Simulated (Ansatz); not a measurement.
# BiP (model cell, started as CsCl type): from the cell to its phonons, part 2 of 2

Task: relax BiP (model cell, started as CsCl type), then find its harmonic phonons.

Ansatz 0.2.0; DFT PBEsol, scalar-relativistic, plane waves, PAW.

So far. Step 3 (Tight relaxation): The forces vanish by symmetry and the pressure is 0.000 GPa, within the tolerances set. The cell now holds 21.95 Å³/atom. The relaxed cell has a = 3.527 Å (conventional setting).

The structure was built from a prototype and need not be the compound's stable phase.

### Step 4. Modes at Γ

The zone centre comes first: it holds the modes that light can see, as far as symmetry allows. No field response is asked, since the mesh shows no gap.

File input.yaml:

```yaml
crystal:
  lattice:
    - [3.5274518236, 0.0, 0.0]
    - [0.0, 3.5274518236, 0.0]
    - [0.0, 0.0, 3.5274518236]
  atoms:
    - { symbol: Bi, position: [0.0, 0.0, 0.0] }
    - { symbol: P, position: [0.5, 0.5, 0.5] }
kpoints:
  mp_grid: { grid: [12, 12, 12] }
hamiltonian:
  xc: pbesol
scf:
  occupations: { method: methfessel_paxton, width: 0.2 }
output:
  eigenvalues: true
phonons:
  method: dfpt
```

The run is started by

```bash
$ ansatz run input.yaml --threads 4 --pin off --max-ram 7168MiB --backend cpu --events-out ev --progress --plain --runs-dir out
```

Numbers of over 12 decimals in the logs are rounded to 6 here.

What it wrote:

```text
[...]
Crystal: 2 atoms, lattice volume = 43.892 Å³
Basis set: ecut = 420 eV, 847 PW (Γ), exchange–correlation on 48×48×48 points (8 copies of the dense FFT grid, shifted against one another)
Bands: 14, of which v1, the nominal top of the filled ones, is band 10 counted from 1 (9 counted from 0)
Symmetry: 48 space group operations
k-points: 196 of 1728 (irreducible under 8 space group operations, time reversal used)
[...]
SCF iter   1: F=—  HF=-12981.349122 eV  |F-HF|=—  |Δ(HF+E_count)|=         —  Δρ=7.00e-3  dr2=4.93e-2  ethr=1.77e-3  ⟨swp⟩=5.4  Hψ=15056  notcnv=0
[...]
SCF iter   9: F=-12981.334726 eV  HF=-12981.334726 eV  |F-HF|=9.09e-12  |Δ(HF+E_count)|=  7.82e-11  S|Δr|=    0.00e0  Δρ=4.95e-8  dr2=8.98e-13  ethr=1.00e-12  ⟨swp⟩=8.7  Hψ=15698  notcnv=0
SCF 1 converged in 9 iterations: F = -12981.334726 eV  dr2 = 8.98e-13
[...]
DFPT response loops at Γ: preconditioner auto → Kerker (q_TF=auto, 2.393 Å⁻¹) (partly filled bands, converged f_vac=0.000); β = 1.00, the filter's whole step (`scf.mixing.beta` (0.50) is not read by the response loops under this deck's `scf.mixing.preconditioner`; to damp them name `kerker` or `kerker_dos`, under which they read `scf.mixing.beta`, and type it under 1.00, their step now; both keys bind the ground state too); Broyden in place of MSR1
SCF converged after 9 iterations
[...]
Free energy (F): -12981.334726 eV
[...]
Internal energy: -12981.335331 eV  (E = F + TS)
E sigma→0 (E₀):  -12981.334877 eV
Entropy (-TS):   0.000604 eV (0.302 meV/atom)
Fermi energy:    11.789571 eV
[...]
--- Band table (eV; the first three rows and the last of 196) ---
  k-point 0: bands = [... 6 lower, 5.3489, 9.7854, 9.7854, 9.7854, 15.4563, 15.4563, 18.1085, 18.1085]
  k-point 1: bands = [... 6 lower, 5.1112, 9.7260, 9.8703, 9.8703, 15.5152, 15.8594, 17.7404, 17.8264]
  k-point 2: bands = [... 6 lower, 4.4478, 9.6999, 10.1219, 10.1219, 15.6902, 16.0611, 17.0850, 17.0850]
  k-point 195: bands = [... 6 lower, 3.2579, 9.0156, 9.0156, 9.0156, 9.0329, 9.0329, 9.0329, 27.2553]
--- Phonons (Γ-DFPT): 2 representative perturbations + reference, on 196 of 1728 k-points (Σ response iterations 5) ---
  k mesh reduced under 8 symmetry operations, with k and −k counted as one. Each operation leaves every solved perturbation unchanged. A smaller set is not used because it would not reduce the number of displacements times k-points to solve
  ASR residual: 1.080e-4 → 0.000e0 eV/Å²; symmetrization residual: 7.596e-6 eV/Å²
  ASR residual per site (eV/Å²): 1.08e-4 3.52e-5
  Γ frequencies (cm⁻¹): -63.34 -63.34 -63.34 0.00 0.00 0.00
  non-analytic LO–TO correction: not included (Born effective charges unavailable; polar crystals: no LO–TO splitting at Γ)
```

Wall time 5.9 s (4 threads of Arm Neoverse V2, shared host); peak memory 0.66 GiB; 21 s of CPU time.

Numbers from this step:

```
sum-rule residual before enforcement                    : 1.08e-4 eV/Å²
point group                                             : m-3m
highest optical mode at the zone centre (no LO-TO term) : -63.34 cm⁻¹
lowest optical zone-centre mode                         : -63.34 cm⁻¹
```

Patterns of degenerate modes are one choice out of their space. The modes at Γ (shares of kinetic energy by element, %) (negative means imaginary):

| mode | frequency (cm⁻¹) | symmetry | Bi % | P % |
| --- | --- | --- | --- | --- |
| 1 | -63.3 | T1u | 13 | 87 |
| 2 | -63.3 | T1u | 13 | 87 |
| 3 | -63.3 | T1u | 13 | 87 |
| 4 | 0.0 | acoustic | 87 | 13 |
| 5 | 0.0 | acoustic | 87 | 13 |
| 6 | 0.0 | acoustic | 87 | 13 |

Displacements in mode 2 (-63.3 cm⁻¹), the largest set to 1:
```
Bi1  0.00 -0.15  0.00
P2   0.00  1.00  0.00
```

Before it was imposed, the acoustic sum rule was missed by 1.1e-4 eV/Å². Small misses are needed for a sound result but don't prove that mesh and cutoff are converged. The lowest optical mode is imaginary, 63.3i cm⁻¹, so the energy falls along it.

### Step 5. Response at finite wavevector

Stability and thermal properties need the whole zone. Linear response on a 4×4×4 q mesh gives force constants as far as a supercell of that size would.

input.yaml: that of step 4 with these lines changed.

```diff
@@ -18 +18,8 @@
   method: dfpt
+  qmesh: [4, 4, 4]
+  temperatures: { t_max: 1000, t_step: 50 }
+  qpath:
+    path:
+      - [[0.0, 0.0, 0.0], [0.0, 0.5, 0.0], [0.5, 0.5, 0.0], [0.0, 0.0, 0.0], [0.5, 0.5, 0.5], [0.0, 0.5, 0.0]]
+      - [[0.5, 0.5, 0.5], [0.5, 0.5, 0.0]]
+    npoints: 10
```

What it wrote:

```text
[...]
Crystal: 2 atoms, lattice volume = 43.892 Å³
Basis set: ecut = 420 eV, 847 PW (Γ), exchange–correlation on 48×48×48 points (8 copies of the dense FFT grid, shifted against one another)
Bands: 14, of which v1, the nominal top of the filled ones, is band 10 counted from 1 (9 counted from 0)
Symmetry: 48 space group operations
k-points: 84 of 1728
[...]
SCF iter   1: F=—  HF=-12981.349184 eV  |F-HF|=—  |Δ(HF+E_count)|=         —  Δρ=6.99e-3  dr2=4.91e-2  ethr=1.77e-3  ⟨swp⟩=5.4  Hψ=6481  notcnv=0
[...]
SCF iter   9: F=-12981.334726 eV  HF=-12981.334726 eV  |F-HF|=3.64e-12  |Δ(HF+E_count)|=  6.18e-11  S|Δr|=    0.00e0  Δρ=5.69e-8  dr2=1.45e-12  ethr=1.00e-12  ⟨swp⟩=9.0  Hψ=6933  notcnv=0
SCF 1 converged in 9 iterations: F = -12981.334726 eV  dr2 = 1.45e-12
[...]
SCF iter   3: F=-12981.334726 eV  HF=-12981.334726 eV  |F-HF|=5.46e-12  |Δ(HF+E_count)|=  1.49e-10  S|Δr|=    0.00e0  Δρ=1.25e-7  dr2=7.26e-12  ethr=1.00e-12  ⟨swp⟩=5.1  Hψ=3373  notcnv=0
SCF 2 converged in 3 iterations: F = -12981.334726 eV  dr2 = 7.26e-12
phonons: the bands overlap, so this run is a metal and interpolates without the dipole-dipole term. If the crystal is really an insulator or semiconductor, its LO-TO splitting is missing
NSCF: frozen V_eff on 84 k-points
WARN: eigensolver did not converge in 3 slots of this pass, the one above among them; of largest residual over every band (k=81): 1 band(s) unlocked (lowest unlocked band 13, counted from 0; max residual 1.25e-4 eV among the unlocked bands, 1.25e-4 eV over every band); of lowest unlocked band (k=80): band 13
[...]
DFPT response loops at q = (0, 0, 0) (fractional): preconditioner auto → Kerker (q_TF=auto, 2.393 Å⁻¹) (partly filled bands, converged f_vac=0.000); β = 1.00, the filter's whole step (`scf.mixing.beta` (0.50) is not read by the response loops under this deck's `scf.mixing.preconditioner`; to damp them name `kerker` or `kerker_dos`, under which they read `scf.mixing.beta`, and type it under 1.00, their step now; both keys bind the ground state too); Broyden in place of MSR1
[...]
SCF converged after 9 iterations
[...]
Free energy (F): -12981.334726 eV
[...]
Internal energy: -12981.335331 eV  (E = F + TS)
E sigma→0 (E₀):  -12981.334877 eV
Entropy (-TS):   0.000604 eV (0.302 meV/atom)
Fermi energy:    11.789571 eV
[...]
--- Band table (eV; the first three rows and the last of 84) ---
  k-point 0: bands = [... 6 lower, 5.3489, 9.7854, 9.7854, 9.7854, 15.4563, 15.4563, 18.1085, 18.1085]
  k-point 1: bands = [... 6 lower, 5.1112, 9.7260, 9.8703, 9.8703, 15.5152, 15.8594, 17.7404, 17.8264]
  k-point 2: bands = [... 6 lower, 4.4478, 9.6999, 10.1219, 10.1219, 15.6902, 16.0611, 17.0850, 17.0850]
  k-point 83: bands = [... 6 lower, 3.2579, 9.0156, 9.0156, 9.0156, 9.0329, 9.0329, 9.0329, 27.2553]
--- Phonons (Γ-DFPT): 2 representative perturbations + reference (Σ response iterations 5) ---
  ASR residual: 1.064e-4 → 0.000e0 eV/Å²; symmetrization residual: 4.365e-6 eV/Å²
  ASR residual per site (eV/Å²): 1.06e-4 4.02e-5
  Γ frequencies (cm⁻¹): -63.34 -63.34 -63.34 0.00 0.00 0.00
--- Phonons (arbitrary-q DFPT): 10 irreducible q on the 4×4×4 mesh ---
  q = [0.0000, 0.0000, 0.0000] (star 1, of the zone-centre solve; hermiticity 2.19e-5, symmetrization 4.18e-12): -63.34 -63.34 -63.34 -0.00 0.00 0.00
  q = [0.0000, 0.0000, 0.2500] (star 6, 4 solved perturbations in 1848 linear systems a pass and spin channel, the states on 588 of 1728 k-point pairs; hermiticity 3.92e-6, symmetrization 3.53e-12): -10.75 -10.75 49.82 49.82 61.54 119.05
[...]
q = [0.0000, 0.2500, -0.5000] (star 12, 6 solved perturbations on 588 of 1728 k-point pairs; hermiticity 2.26e-6, symmetrization 3.29e-8): -98.86 -30.81 52.43 80.26 101.91 155.04
[...]
sum rule: each row above includes the acoustic sum rule's correction from the zone centre's row sums; it moved no ω² by more than (0.59 cm⁻¹)²
  mesh force constants: q→R imaginary residual 5.47e-19; ASR residual 1.064e-4 → 0.000e0 eV/Å²; symmetrization residual 1.332e-15 eV/Å²
  interpolated dispersion: 62 rows × 6 modes
  density of states and harmonic sums: on the 20×20×20 q-mesh, interpolated from the force constants of a 4×4×4 supercell (no non-analytic term)
  largest difference from the sums on the solved wave vectors: F 3.94e-2 eV, S 4.41e-5 and C_V 7.80e-6 eV/K
  zero-point energy: 0.024796 eV/cell   skipped modes (ω ≤ 0): 308, of them read as no rigid motion or as one in doubt: 305 (1.070e0 modes/cell left out, lowest -141.32 cm⁻¹)   left out of the sums: 1.78e-1 of the cell's modes: C_V's classical limit lies that fraction below 3 k_B per atom; for a crystal, a wire or a layer, F and S can be off by more, and a phonons.interpolated_qmesh denser along its periods is the remedy for the sampling
```

Wall time 2.7 min (4 threads); peak memory 1.7 GiB; 10 min of CPU time.

This step gave:

```yaml
sum_rule_residual_before_enforcement: 1.06e-4 eV/Å²
lowest_frequency_on_the_path: -141.3 cm⁻¹
highest_frequency_on_the_path_or_at_a_solved_wavevector: 183.8 cm⁻¹
lowest_mode_on_the_q_mesh_acoustic_modes_at_gamma_apart: -141.3 cm⁻¹
```

Frequencies (cm⁻¹) solved at each irreducible wavevector; negative means imaginary. Frequencies by wavevector, by row:

| q in reciprocal lattice units | star | mode 1 | mode 2 | mode 3 | mode 4 | mode 5 | mode 6 |
| --- | --- | --- | --- | --- | --- | --- | --- |
| 0 0 0 | 1 | -63.3 | -63.3 | -63.3 | 0 | 0 | 0 |
| 0 0 0.25 | 6 | -10.8 | -10.8 | 49.8 | 49.8 | 61.5 | 119 |
| 0 0 -0.5 | 3 | 21.1 | 21.1 | 58.3 | 58.3 | 93.1 | 183.8 |
| 0 0.25 0.25 | 12 | -70.2 | -4.3 | 26.6 | 53.2 | 60.8 | 150.6 |
| 0 0.25 -0.5 | 12 | -98.9 | -30.8 | 52.4 | 80.3 | 101.9 | 155 |
| 0 -0.5 -0.5 | 3 | -141.3 | -50.3 | 64.7 | 64.7 | 93.3 | 93.3 |
| 0.25 0.25 0.25 | 8 | 50.3 | 56.6 | 56.6 | 95.8 | 114.2 | 114.2 |
| 0.25 0.25 -0.5 | 12 | 34.7 | 41.9 | 61.7 | 78.2 | 139 | 143.7 |
| 0.25 -0.5 -0.5 | 6 | 46.1 | 73.3 | 73.3 | 118.6 | 118.6 | 120 |
| -0.5 -0.5 -0.5 | 1 | 82.1 | 82.1 | 82.1 | 170.8 | 170.8 | 170.8 |

Interpolated from a 4×4×4 q mesh. The phonon branches at the labelled points (cm⁻¹):

| point | branch 1 | branch 2 | branch 3 | branch 4 | branch 5 | branch 6 |
| --- | --- | --- | --- | --- | --- | --- |
| Γ | -63 | -63 | -63 | 0 | 0 | 0 |
| halfway | -11 | -11 | 50 | 50 | 62 | 119 |
| X | 21 | 21 | 58 | 58 | 93 | 184 |
| halfway | -99 | -31 | 52 | 80 | 102 | 155 |
| M | -141 | -50 | 65 | 65 | 93 | 93 |
| halfway | -70 | -4 | 27 | 53 | 61 | 151 |
| Γ | -63 | -63 | -63 | 0 | 0 | 0 |
| halfway | 50 | 57 | 57 | 96 | 114 | 114 |
| R | 82 | 82 | 82 | 171 | 171 | 171 |
| halfway | 35 | 42 | 62 | 78 | 139 | 144 |
| X | 21 | 21 | 58 | 58 | 93 | 184 |
| jump to R | 82 | 82 | 82 | 171 | 171 | 171 |
| halfway | 46 | 73 | 73 | 119 | 119 | 120 |
| M | -141 | -50 | 65 | 65 | 93 | 93 |

The phonon branches as a text plot (rows in cm⁻¹):

```
    177 |      ****                           **       ***
    163 |     *    *                        **  ***   *   **
    150 |                 ****             *     * ***     **
    136 |    *      *         *          ** *     ***       *
    123 |   *        *   *                        *  *       *
    109 |           * * *      *     ****  *          *
     96 |      ***** *****              ***            ***    ***
     82 |     *   ***     *         *  *    ************  ***
     69 |  * *   *   ********   *        ****    ***    *  * ****
     55 |   ******  **    *  **         *  *      * **   *  *
     42 | *       **       ** **   * *** **        ** ***    *
     28 |  *     *           * ***  *               **  *
     14 |**  *****              ** *                  ****
      1 |                    *    *                    *
    -13 |   *     *        **        **
    -26 |          *                                          *
    -40 | **        **   **   **   *                 **        *
    -53 |**       *   ***     **** **                         * *
    -67 |*                   *   **
    -80 |          *
    -94 |                  **
   -107 |                 *                                    *
   -121 |           **
   -135 |             ****                                      *
         Γ      X      M          Γ            R        X|R     M
```

Tetrahedra on a 20×20×20 mesh, mean over bins of 5 cm-1. Interpolated from a 4×4×4 q mesh. The phonon density of states by wavenumber; read off at these points:

wavenumber (cm⁻¹), phonon density of states (1/cm⁻¹/cell) and a bar:
```
     -142     0.0000 
     -128     0.0019 #
     -112     0.0030 #
      -98     0.0037 #
      -82     0.0044 ##
      -68     0.0053 ##
      -48     0.0146 ######
      -38     0.0206 ########
      -32     0.0175 #######
      -18     0.0115 ####
       -2     0.0093 ####
       12     0.0126 #####
       28     0.0280 ###########
       38     0.0425 ################
       42     0.0366 ##############
       58     0.0449 #################
       72     0.0777 ##############################
       88     0.0195 ########
      108     0.0165 ######
      122     0.0179 #######
      138     0.0260 ##########
      142     0.0323 ############
      152     0.0248 ##########
      168     0.0095 ####
      182     0.0011
```

The partial phonon density of states has structure finer than the step of the table below, so its rows give means over 10 cm⁻¹, whole bins alone (the curve runs from -150 to 198 cm⁻¹). Peaks (cm⁻¹: height): Bi -31.9: 0.0131, 33.9: 0.0316, 71.1: 0.0642; P -91.1: 0.0061, -34.1: 0.0105, 62.4: 0.0139, 99.6: 0.0203, 143.5: 0.0328.

Phonopy on the run's constants, 17x17x17 mesh, Gaussian sigma 2.5 cm-1. Interpolated from a 4×4×4 q mesh. The partial phonon density of states by wavenumber; means over each step; values in 1/cm⁻¹/cell:

| wavenumber (cm⁻¹) | Bi | P |
| --- | --- | --- |
| -140 | 0 | 5.8e-4 |
| -130 | 2.3e-6 | 0.00201 |
| -120 | 1.1e-5 | 0.00267 |
| -110 | 2.8e-5 | 0.00263 |
| -100 | 5.0e-5 | 0.00301 |
| -90 | 9.9e-5 | 0.00552 |
| -80 | 2.0e-4 | 0.00489 |
| -70 | 2.4e-4 | 0.00352 |
| -60 | 8.1e-4 | 0.00700 |
| -50 | 0.00348 | 0.00846 |
| -40 | 0.00843 | 0.00961 |
| -30 | 0.0115 | 0.00905 |
| -20 | 0.0100 | 0.00523 |
| -10 | 0.00468 | 0.00192 |
| 0 | 0.00175 | 2.0e-4 |
| 10 | 0.00887 | 0.00124 |
| 20 | 0.0208 | 0.00363 |
| 30 | 0.0266 | 0.00767 |
| 40 | 0.0289 | 0.00842 |
| 50 | 0.0267 | 0.00850 |
| 60 | 0.0409 | 0.0110 |
| 70 | 0.0611 | 0.0104 |
| 80 | 0.0342 | 0.0134 |
| 90 | 0.00766 | 0.0143 |
| 100 | 8.6e-4 | 0.0194 |
| 110 | 3.8e-4 | 0.0166 |
| 120 | 3.0e-4 | 0.0170 |
| 130 | 3.3e-4 | 0.0213 |
| 140 | 4.0e-4 | 0.0290 |
| 150 | 4.3e-4 | 0.0241 |
| 160 | 2.0e-4 | 0.0172 |
| 170 | 4.1e-5 | 0.00783 |
| 180 | 5.4e-6 | 0.00266 |
| 190 | 0 | 9.2e-5 |

Second derivatives of the energy by pair, one row for each kind of neighbour of each atom listed. Each entry sums the pair over the periodic images of the supercell that the q mesh stands for, and in a polar crystal it holds the long-range dipole part too. Force constants by pair, by row:

| atom | neighbour | distance (Å) | third of the trace (eV/Å²) | along the pair's line (eV/Å²) |
| --- | --- | --- | --- | --- |
| Bi1 | itself | 0 | 2.237 | – |
| Bi1 | P | 3.055 | 0.0911 | -0.0102 |
| Bi1 | Bi | 3.527 | -0.2846 | -1.239 |
| Bi1 | Bi | 4.989 | 0.011 | 0.0232 |
| Bi1 | P | 5.85 | -0.0032 | -0.026 |
| Bi1 | Bi | 6.11 | -0.1252 | -0.3717 |
| Bi1 | Bi | 7.055 | -0.0239 | -0.0508 |
| P2 | itself | 0 | 1.096 | – |
| P2 | Bi | 3.055 | 0.0911 | -0.0102 |
| P2 | P | 3.527 | -0.1448 | -0.6607 |
| P2 | P | 4.989 | 0.0381 | 0.0391 |
| P2 | Bi | 5.85 | -0.0032 | -0.026 |
| P2 | P | 6.11 | -0.1359 | -0.4197 |
| P2 | P | 7.055 | -0.0684 | -0.2233 |

Symmetry leaves 10 wavevectors to solve. The lowest mode among them, the acoustic zeros apart, lies at q = (0, -0.5, -0.5) and is imaginary, 141.3i cm⁻¹, so the energy falls along it.

### Step 6. Results

```yaml
space_group_after_relaxation_within_0p01_a: Pm-3m
volume_per_atom: 21.9 Å³
electronic_character: no gap on this mesh
highest_optical_mode_at_the_zone_centre_no_lo_to_term: -63.3 cm⁻¹
lowest_optical_zone_centre_mode: -63.3 cm⁻¹
lowest_mode_on_the_q_mesh_acoustic_modes_at_gamma_apart: -141 cm⁻¹
highest_frequency_on_the_path_or_at_a_solved_wavevector: 184 cm⁻¹
imaginary_modes_on_the_4x4x4_q_mesh: yes
```

In words: Modes are clearly imaginary (beyond 10i cm⁻¹) at 5 of the 10 irreducible wavevectors, most at q = (0, -0.5, -0.5) (141.3i cm⁻¹), so this structure is not a minimum of the energy. The optical modes at Γ form one degenerate level at -63 cm⁻¹ (negative means imaginary). With no gap, or one that is small against the smearing, the frequencies hang on the k mesh and the smearing, most of all near Kohn anomalies. Spin-orbit coupling is left out, which can matter for the heavy elements here. A phonon run warned that its eigensolver left some bands unconverged in a pass. The starting cell was built on a prototype and not taken from a measurement, so the phase need not exist. These are harmonic frequencies at zero temperature: anharmonic shifts, linewidths and thermal expansion are left out.

[Logs are printed without paths, hosts, clocks, repeated set-up lines and the standing remarks that a program may print on its own settings, such as how far it seeks lower states.]

[Hosts, paths, dates, database ids (printed as entryN), source tags and the programs' standing remarks are cut or masked in the printed files.]
